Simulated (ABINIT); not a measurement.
# SiO2 (P3_221): a self-consistent loop beyond G0W0, cycle by cycle

Aim: iterate the self-energy on SiO2 (P3_221) and follow the gap from cycle to cycle.

Calculated with ABINIT 10.8.3; PBE and many-body steps on it, plane waves.

Most raw output is cut from this account.

### Step 1. Starting point

It takes space group P3_221 (No. 154, trigonal). The conventional cell has a = 4.916 Å, b = 4.916 Å, c = 5.408 Å, α = 90.00°, β = 90.00°, γ = 120.00°. Si has 4 O at 1.61 Å nearest. O has 2 Si at 1.61 Å nearest. Farther neighbours and most contacts between anions are not listed.

The cell and positions come from the Crystallography Open Database and are kept as given unless a step says otherwise.

### Step 2. Empty states on the mesh, 3×3×2 mesh, 236 bands

This step: ABINIT 10.8.3; DFT, PBE, plane waves, norm-conserving pseudopotentials.

The sums over transitions need many empty states on a uniform mesh; this step solves for them.

File run.abi:

```
acell 3*1.0 Angstrom
rprim 
  4.916359999971 0.000000000007 0.000000000000
  -2.458179999991 4.257692654122 0.000000000000
  0.000000000000 0.000000000000 5.408400000000
ntypat 2
znucl 14 8
natom 9
typat 1 1 1 2 2 2 2 2 2
xred 
  0.469730000000 0.000000000000 0.666666666667
  0.000000000000 0.469730000000 0.333333333333
  0.530270000000 0.530270000000 -0.000000000000
  0.413540000000 0.267580000000 0.785580000000
  0.732420000000 0.145960000000 0.452246666667
  0.854040000000 0.586460000000 0.118913333333
  0.267580000000 0.413540000000 0.214420000000
  0.145960000000 0.732420000000 0.547753333333
  0.586460000000 0.854040000000 0.881086666667
pp_dirpath "pseudos"
pseudos "Si.upf, O.upf"
ecut 36
ngkpt 3 3 2
nshiftk 1
shiftk 0 0 0
kptopt 1
chksymbreak 0
iscf -2
irdden 1
istwfk *1
nband 236
nbdbuf 20
tolwfr 1e-09
nstep 60
prtvol 0
indata_prefix "in"
outdata_prefix "out"
tmpdata_prefix "tmp"
```

Launch:

```
OMP_NUM_THREADS=1 mpirun -n 4 abinit run.abi > log
```

The job ended after 2.7 min (4 MPI ranks of Arm Neoverse V2, shared host; peak memory 0.55 GiB).

This step gave:

```
gap                                                           : 6.031 eV
k of the valence top                                          : 0.3333, 0.3333, 0
k of the conduction bottom                                    : 0, 0, 0
least direct gap                                              : 6.346 eV
k points computed                                             : 6
lowest point of the top converged band, above the valence top : 77.6471 eV
```

On this mesh the gap is 6.031 eV.

The density comes from a self-consistent run that is not shown.

### Step 3. Screening, 3×3×2 mesh, 216 bands, screening to 155.1 eV

The RPA dielectric matrix is built and inverted for each q.

This step: RPA screening on PBE, plane waves, norm-conserving pseudopotentials.

run.abi, as its differences from that of step 2:

```diff
@@ -27,10 +27,11 @@
 chksymbreak 0
-iscf -2
-irdden 1
 istwfk *1
-nband 236
-nbdbuf 20
-tolwfr 1e-09
-nstep 60
-prtvol 0
+occopt 1
+irdwfk 1
+optdriver 3
+nband 216
+ecuteps 5.7
+inclvkb 2
+awtr 1
+symchi 1
 indata_prefix "in"
```

It took 2.6 min on 4 MPI ranks; peak memory 2.3 GiB; 10 min of CPU time.

Numbers from this step:

```
ε∞ with local fields, on this mesh, along the program's q direction : 2.327
the same without local fields                                       : 2.541
plasma frequency                                                    : 24.18 eV
plane waves in the screening matrix                                 : 503
```

Local fields lower ε∞ by 8 %. On a Γ-centred mesh this coarse the value itself is usually too large, while a short band sum pulls it down.

### Step 4. G0W0

The self-energy is evaluated for the states that the input lists, and the levels follow from it, in one-shot runs by the linearised quasiparticle equation.

This step: G0W0 on PBE, plane waves, norm-conserving pseudopotentials.

run.abi, as its differences from that of step 3:

```diff
@@ -30,8 +30,19 @@
 irdwfk 1
-optdriver 3
+optdriver 4
 nband 216
+gwcalctyp 0
+ecutsigx 36
+symsigma 1
+nkptgw 3
+kptgw 
+  0.3333333333 0.3333333333 0.0000000000
+  0.0000000000 0.0000000000 0.0000000000
+  0.0000000000 0.0000000000 0.5000000000
+bdgw 
+  22 26
+  23 27
+  22 26
 ecuteps 5.7
-inclvkb 2
-awtr 1
-symchi 1
+irdscr 1
+ppmodel 1
 indata_prefix "in"
```

The job ended after 57 s (4 MPI ranks; peak memory 2.1 GiB; 3.8 min of CPU time).

Numbers from this step:

- G0W0 gap on the points computed: 8.611 eV
- starting gap on the mesh: 6.031 eV
- k of the valence top: 0.3333, 0.3333, 0
- k of the conduction bottom: 0, 0, 0
- Z at the valence top: 0.817
- Z at the conduction bottom: 0.87
- least direct G0W0 gap on the computed points: 9.006 eV

The gap on the mesh goes from 6.03 eV to 8.61 eV, a correction of +2.58 eV.

### Step 5. evGW0, cycle 1

This step: evGW0 on PBE, plane waves, norm-conserving pseudopotentials.

run.abi, as its differences from that of step 4:

```diff
@@ -32,14 +32,20 @@
 nband 216
-gwcalctyp 0
+gwcalctyp 10
 ecutsigx 36
 symsigma 1
-nkptgw 3
+nkptgw 6
 kptgw 
+  0.0000000000 0.0000000000 0.0000000000
+  0.3333333333 0.0000000000 0.0000000000
   0.3333333333 0.3333333333 0.0000000000
-  0.0000000000 0.0000000000 0.0000000000
   0.0000000000 0.0000000000 0.5000000000
+  0.3333333333 0.0000000000 0.5000000000
+  0.3333333333 0.3333333333 0.5000000000
 bdgw 
-  22 26
-  23 27
-  22 26
+  7 32
+  7 32
+  7 32
+  7 32
+  7 32
+  7 32
 ecuteps 5.7
```

Wall time 12 min (4 MPI ranks); peak memory 2.7 GiB.

This step gave:

| Item | Value |
| --- | --- |
| quasiparticle gap on the mesh | 9.101 eV |
| gap of the density functional on the mesh | 6.031 eV |
| k of the valence top | 0.3333, 0.3333, 0 |
| k of the conduction bottom | 0, 0, 0 |
| Z at the valence top | 0.817 |
| Z at the conduction bottom | 0.87 |
| least direct quasiparticle gap on the computed points | 9.513 eV |

Against G0W0 in ABINIT (3×3×2 mesh, 216 bands, screening to 155.1 eV, Godby-Needs plasmon pole), the gap moves by +0.490 eV. This first cycle still uses the starting levels; it takes the full correction, at all points of the mesh, and its linearised value is 8.611 eV.

### Step 6. evGW0, cycle 2

The corrected levels of the last cycle go back in.

run.abi, as its differences from that of step 5:

```diff
@@ -53,2 +53,3 @@
 ppmodel 1
+irdqps 1
 indata_prefix "in"
```

Run time: 12 min. Hardware: 4 MPI ranks; peak memory 2.7 GiB; 49 min of CPU time.

This step gave:

* quasiparticle gap on the mesh: 9 eV
* gap of the density functional on the mesh: 6.031 eV
* k of the valence top: 0.3333, 0.3333, 0
* k of the conduction bottom: 0, 0, 0
* least direct quasiparticle gap on the computed points: 9.395 eV

Against the cycle before, the gap moves by −0.101 eV.

### Step 7. evGW0, cycle 3

run.abi is that of step 6.

It took 12 min on 4 MPI ranks; peak memory 2.7 GiB.

Numbers from this step:

```
quasiparticle gap on the mesh                         : 8.995 eV
gap of the density functional on the mesh             : 6.031 eV
k of the valence top                                  : 0.3333, 0.3333, 0
k of the conduction bottom                            : 0, 0, 0
least direct quasiparticle gap on the computed points : 9.393 eV
```

Against the cycle before, the gap moves by −0.005 eV.

### Step 8. Screening, 3×3×2 mesh, 216 bands, screening to 155.1 eV

This step: RPA screening on PBE, plane waves, norm-conserving pseudopotentials.

run.abi, as its differences from that of step 7:

```diff
@@ -30,26 +30,13 @@
 irdwfk 1
-optdriver 4
+optdriver 3
 nband 216
+ecuteps 5.7
+inclvkb 2
+awtr 1
+symchi 1
 gwcalctyp 10
-ecutsigx 36
-symsigma 1
-nkptgw 6
-kptgw 
-  0.0000000000 0.0000000000 0.0000000000
-  0.3333333333 0.0000000000 0.0000000000
-  0.3333333333 0.3333333333 0.0000000000
-  0.0000000000 0.0000000000 0.5000000000
-  0.3333333333 0.0000000000 0.5000000000
-  0.3333333333 0.3333333333 0.5000000000
-bdgw 
-  7 32
-  7 32
-  7 32
-  7 32
-  7 32
-  7 32
-ecuteps 5.7
-irdscr 1
-ppmodel 1
-irdqps 1
+mbpt_sciss 3.418 eV
+nqptdm 1
+qptdm 
+  0 0 0
 indata_prefix "in"
```

Run time: 67 s. Hardware: 4 MPI ranks; peak memory 2.4 GiB; 4.5 min of CPU time.

This step gave:

```yaml
eps_infinity_with_local_fields_on_this_mesh_along_the_program_s_q_direction: 2.079
the_same_without_local_fields: 2.235
plasma_frequency: 24.18 eV
plane_waves_in_the_screening_matrix: 503
```

This screening uses the functional's bands under a rigid shift, the mean opening of the cycle before.

### Step 9. Screening, 3×3×2 mesh, 216 bands, screening to 155.1 eV

This step: RPA screening on PBE from quasiparticle energies, plane waves, norm-conserving pseudopotentials.

run.abi, as its differences from that of step 8:

```diff
@@ -36,7 +36,11 @@
 symchi 1
+irdqps 1
 gwcalctyp 10
-mbpt_sciss 3.418 eV
-nqptdm 1
+nqptdm 5
 qptdm 
-  0 0 0
+  0.3333333333 0.0000000000 0.0000000000
+  0.3333333333 0.3333333333 0.0000000000
+  0.0000000000 0.0000000000 0.5000000000
+  0.3333333333 0.0000000000 0.5000000000
+  0.3333333333 0.3333333333 0.5000000000
 indata_prefix "in"
```

File mrgscr.stdin:

```
2
merged
q0_SCR
out_SCR
1
```

Launch:

```
OMP_NUM_THREADS=1 mpirun -n 4 abinit run.abi > log; mrgscr < mrgscr.stdin
```

Run time: 87 s. Hardware: 4 MPI ranks; peak memory 2.1 GiB; 5.8 min of CPU time.

This step gave:

```yaml
plasma_frequency: 24.18 eV
plane_waves_in_the_screening_matrix: 503
```

This screening reads the quasiparticle levels of the cycle before.

### Step 10. evGW, cycle 1

This step: evGW on PBE, plane waves, norm-conserving pseudopotentials.

run.abi, as its differences from that of step 9:

```diff
@@ -30,12 +30,10 @@
 irdwfk 1
-optdriver 3
+optdriver 4
 nband 216
-ecuteps 5.7
-inclvkb 2
-awtr 1
-symchi 1
-irdqps 1
 gwcalctyp 10
-nqptdm 5
-qptdm 
+ecutsigx 36
+symsigma 1
+nkptgw 6
+kptgw 
+  0.0000000000 0.0000000000 0.0000000000
   0.3333333333 0.0000000000 0.0000000000
@@ -45,2 +43,13 @@
   0.3333333333 0.3333333333 0.5000000000
+bdgw 
+  7 32
+  7 32
+  7 32
+  7 32
+  7 32
+  7 32
+ecuteps 5.7
+irdscr 1
+ppmodel 1
+irdqps 1
 indata_prefix "in"
```

Launch:

```
OMP_NUM_THREADS=1 mpirun -n 4 abinit run.abi > log
```

Elapsed: 12 min, on 4 MPI ranks; peak memory 2.7 GiB; 50 min of CPU time.

This step gave:

```
quasiparticle gap on the mesh                         : 9.544 eV
gap of the density functional on the mesh             : 6.031 eV
k of the valence top                                  : 0.3333, 0.3333, 0
k of the conduction bottom                            : 0, 0, 0
least direct quasiparticle gap on the computed points : 9.945 eV
```

Against G0W0 in ABINIT (3×3×2 mesh, 216 bands, screening to 155.1 eV, Godby-Needs plasmon pole), the gap moves by +0.933 eV.

### Step 11. Screening, 3×3×2 mesh, 216 bands, screening to 155.1 eV

This step: RPA screening on PBE, plane waves, norm-conserving pseudopotentials.

run.abi, as its differences from that of step 10:

```diff
@@ -30,26 +30,13 @@
 irdwfk 1
-optdriver 4
+optdriver 3
 nband 216
+ecuteps 5.7
+inclvkb 2
+awtr 1
+symchi 1
 gwcalctyp 10
-ecutsigx 36
-symsigma 1
-nkptgw 6
-kptgw 
-  0.0000000000 0.0000000000 0.0000000000
-  0.3333333333 0.0000000000 0.0000000000
-  0.3333333333 0.3333333333 0.0000000000
-  0.0000000000 0.0000000000 0.5000000000
-  0.3333333333 0.0000000000 0.5000000000
-  0.3333333333 0.3333333333 0.5000000000
-bdgw 
-  7 32
-  7 32
-  7 32
-  7 32
-  7 32
-  7 32
-ecuteps 5.7
-irdscr 1
-ppmodel 1
-irdqps 1
+mbpt_sciss 4.000 eV
+nqptdm 1
+qptdm 
+  0 0 0
 indata_prefix "in"
```

Elapsed: 68 s, on 4 MPI ranks; peak memory 2.3 GiB.

Numbers from this step:

| Property | Result |
| --- | --- |
| ε∞ with local fields, on this mesh, along the program's q direction | 2.046 |
| the same without local fields | 2.195 |
| plasma frequency | 24.18 eV |
| plane waves in the screening matrix | 503 |

This screening uses the functional's bands under a rigid shift, the mean opening of the cycle before.

### Step 12. Screening, 3×3×2 mesh, 216 bands, screening to 155.1 eV

This step: RPA screening on PBE from quasiparticle energies, plane waves, norm-conserving pseudopotentials.

run.abi, as its differences from that of step 11:

```diff
@@ -36,7 +36,11 @@
 symchi 1
+irdqps 1
 gwcalctyp 10
-mbpt_sciss 4.000 eV
-nqptdm 1
+nqptdm 5
 qptdm 
-  0 0 0
+  0.3333333333 0.0000000000 0.0000000000
+  0.3333333333 0.3333333333 0.0000000000
+  0.0000000000 0.0000000000 0.5000000000
+  0.3333333333 0.0000000000 0.5000000000
+  0.3333333333 0.3333333333 0.5000000000
 indata_prefix "in"
```

mrgscr.stdin is that of step 9.

Launch:

```
OMP_NUM_THREADS=1 mpirun -n 4 abinit run.abi > log; mrgscr < mrgscr.stdin
```

Elapsed: 88 s, on 4 MPI ranks; peak memory 2.1 GiB; 5.9 min of CPU time.

Numbers from this step:

```yaml
plasma_frequency: 24.18 eV
plane_waves_in_the_screening_matrix: 503
```

This screening reads the quasiparticle levels of the cycle before.

### Step 13. evGW, cycle 2

This step: evGW on PBE, plane waves, norm-conserving pseudopotentials.

run.abi, as its differences from that of step 12:

```diff
@@ -30,12 +30,10 @@
 irdwfk 1
-optdriver 3
+optdriver 4
 nband 216
-ecuteps 5.7
-inclvkb 2
-awtr 1
-symchi 1
-irdqps 1
 gwcalctyp 10
-nqptdm 5
-qptdm 
+ecutsigx 36
+symsigma 1
+nkptgw 6
+kptgw 
+  0.0000000000 0.0000000000 0.0000000000
   0.3333333333 0.0000000000 0.0000000000
@@ -45,2 +43,13 @@
   0.3333333333 0.3333333333 0.5000000000
+bdgw 
+  7 32
+  7 32
+  7 32
+  7 32
+  7 32
+  7 32
+ecuteps 5.7
+irdscr 1
+ppmodel 1
+irdqps 1
 indata_prefix "in"
```

Launch:

```
OMP_NUM_THREADS=1 mpirun -n 4 abinit run.abi > log
```

Elapsed: 12 min, on 4 MPI ranks; peak memory 2.7 GiB.

Numbers from this step:

```
quasiparticle gap on the mesh                         : 9.603 eV
gap of the density functional on the mesh             : 6.031 eV
k of the valence top                                  : 0.3333, 0.3333, 0
k of the conduction bottom                            : 0, 0, 0
least direct quasiparticle gap on the computed points : 10.00 eV
```

Against the cycle before, the gap moves by +0.059 eV.

### Step 14. Screening, 3×3×2 mesh, 216 bands, screening to 155.1 eV

This step: RPA screening on PBE, plane waves, norm-conserving pseudopotentials.

run.abi, as its differences from that of step 13:

```diff
@@ -30,26 +30,13 @@
 irdwfk 1
-optdriver 4
+optdriver 3
 nband 216
+ecuteps 5.7
+inclvkb 2
+awtr 1
+symchi 1
 gwcalctyp 10
-ecutsigx 36
-symsigma 1
-nkptgw 6
-kptgw 
-  0.0000000000 0.0000000000 0.0000000000
-  0.3333333333 0.0000000000 0.0000000000
-  0.3333333333 0.3333333333 0.0000000000
-  0.0000000000 0.0000000000 0.5000000000
-  0.3333333333 0.0000000000 0.5000000000
-  0.3333333333 0.3333333333 0.5000000000
-bdgw 
-  7 32
-  7 32
-  7 32
-  7 32
-  7 32
-  7 32
-ecuteps 5.7
-irdscr 1
-ppmodel 1
-irdqps 1
+mbpt_sciss 4.057 eV
+nqptdm 1
+qptdm 
+  0 0 0
 indata_prefix "in"
```

Elapsed: 66 s, on 4 MPI ranks; peak memory 2.3 GiB.

Numbers from this step:

```
ε∞ with local fields, on this mesh, along the program's q direction : 2.043
the same without local fields                                       : 2.192
plasma frequency                                                    : 24.18 eV
plane waves in the screening matrix                                 : 503
```

This screening uses the functional's bands under a rigid shift, the mean opening of the cycle before.

### Step 15. Screening, 3×3×2 mesh, 216 bands, screening to 155.1 eV

This step: RPA screening on PBE from quasiparticle energies, plane waves, norm-conserving pseudopotentials.

run.abi, as its differences from that of step 14:

```diff
@@ -36,7 +36,11 @@
 symchi 1
+irdqps 1
 gwcalctyp 10
-mbpt_sciss 4.057 eV
-nqptdm 1
+nqptdm 5
 qptdm 
-  0 0 0
+  0.3333333333 0.0000000000 0.0000000000
+  0.3333333333 0.3333333333 0.0000000000
+  0.0000000000 0.0000000000 0.5000000000
+  0.3333333333 0.0000000000 0.5000000000
+  0.3333333333 0.3333333333 0.5000000000
 indata_prefix "in"
```

mrgscr.stdin is that of step 12.

Launch:

```
OMP_NUM_THREADS=1 mpirun -n 4 abinit run.abi > log; mrgscr < mrgscr.stdin
```

Elapsed: 90 s, on 4 MPI ranks; peak memory 2.1 GiB; 6 min of CPU time.

This step gave:

| Item | Value |
| --- | --- |
| plasma frequency | 24.18 eV |
| plane waves in the screening matrix | 503 |

This screening reads the quasiparticle levels of the cycle before.

### Step 16. evGW, cycle 3

This step: evGW on PBE, plane waves, norm-conserving pseudopotentials.

run.abi, as its differences from that of step 15:

```diff
@@ -30,12 +30,10 @@
 irdwfk 1
-optdriver 3
+optdriver 4
 nband 216
-ecuteps 5.7
-inclvkb 2
-awtr 1
-symchi 1
-irdqps 1
 gwcalctyp 10
-nqptdm 5
-qptdm 
+ecutsigx 36
+symsigma 1
+nkptgw 6
+kptgw 
+  0.0000000000 0.0000000000 0.0000000000
   0.3333333333 0.0000000000 0.0000000000
@@ -45,2 +43,13 @@
   0.3333333333 0.3333333333 0.5000000000
+bdgw 
+  7 32
+  7 32
+  7 32
+  7 32
+  7 32
+  7 32
+ecuteps 5.7
+irdscr 1
+ppmodel 1
+irdqps 1
 indata_prefix "in"
```

Launch:

```
OMP_NUM_THREADS=1 mpirun -n 4 abinit run.abi > log
```

Wall time 12 min (4 MPI ranks); peak memory 2.7 GiB.

This step gave:

```yaml
quasiparticle_gap_on_the_mesh: 9.608 eV
gap_of_the_density_functional_on_the_mesh: 6.031 eV
k_of_the_valence_top: 0.3333, 0.3333, 0
k_of_the_conduction_bottom: 0, 0, 0
least_direct_quasiparticle_gap_on_the_computed_points: 10.01 eV
```

Against the cycle before, the gap moves by +0.005 eV.

### Step 17. Side by side

Times are wall times on 4 MPI ranks of Arm Neoverse V2, shared host, good to a factor of about two. A run's time includes the screening step that it read.

```tsv
run	mesh	bands	screening cutoff (eV)	DFT gap (eV)	gap on the mesh (eV)	direct (eV)	ε∞ used	time
G0W0	3×3×2	216	155.1	6.031	8.611	9.006	2.33	3.5 min
evGW0, cycle 1	3×3×2	216	155.1	6.031	9.101	9.513	2.33	15 min
evGW0, cycle 2	3×3×2	216	155.1	6.031	9.000	9.395	2.33	15 min
evGW0, cycle 3	3×3×2	216	155.1	6.031	8.995	9.393	2.33	15 min
evGW, cycle 1	3×3×2	216	155.1	6.031	9.544	9.945	2.08	15 min
evGW, cycle 2	3×3×2	216	155.1	6.031	9.603	10.004	2.05	15 min
evGW, cycle 3	3×3×2	216	155.1	6.031	9.608	10.009	2.04	15 min
```

### Step 18. Results

| Quantity | Value |
| --- | --- |
| G0W0 | 8.611 eV |
| evGW0, cycle 1 | 9.101 eV |
| evGW0, cycle 2 | 9.000 eV |
| evGW0, cycle 3 | 8.995 eV |
| evGW, cycle 1 | 9.544 eV |
| evGW, cycle 2 | 9.603 eV |
| evGW, cycle 3 | 9.608 eV |
| known limits | not at the basis limit; coarse k mesh |

**Reading.** Only the bands that the input lists are updated; the others, empty or deep, keep the functional's energies or take a rigid shift. The evGW loop starts from the last levels of evGW0, so its cycles and time come on top of those. evGW0 ends at 8.99 eV, +0.38 eV from G0W0, after 3 cycles that took 37 min beside the first screening; the last moved the gap by 0.005 eV. evGW ends at 9.61 eV, +1.00 eV from G0W0, after 3 cycles that took 45 min beside the first screening; the last moved the gap by 0.005 eV. The first cycle of evGW0 takes the full correction, without the factor Z, so it overshoots the one-shot value. Bands and cutoff are finite, so the gap is not at the basis limit. The miss can reach some tenths of an eV and take either sign; the mesh is an error of its own. The 3×3×2 mesh is coarse for this cell, which bears on the long-range parts of exchange and screening. In the updated screening the q = 0 part is built from Kohn-Sham bands under a rigid shift, the other q from the quasiparticle levels.

[Paths, hosts, dates, memory and timing lines, banners, echoed tables and standing remarks are left out of the program output.]

[Logs are printed without paths, hosts, clocks, repeated set-up lines and the standing remarks that a program may print on its own settings, such as how far it seeks lower states.]

[Runs of the session that timed out or met a known fault of the program may be left out.]

[Hosts, paths, dates, database ids (printed as entryN), source tags and the programs' standing remarks are cut or masked in the printed files.]

[G0W0 gaps are taken among the corrected bands and points alone; a level outside them can change the order at an edge.]

[Where Ansatz stands beside ABINIT at settings called matched, ABINIT's density can come from a denser mesh and the files from another edition; pairs whose starting gaps differed by over 0.03 eV were left out, so agreement reads better than it is.]
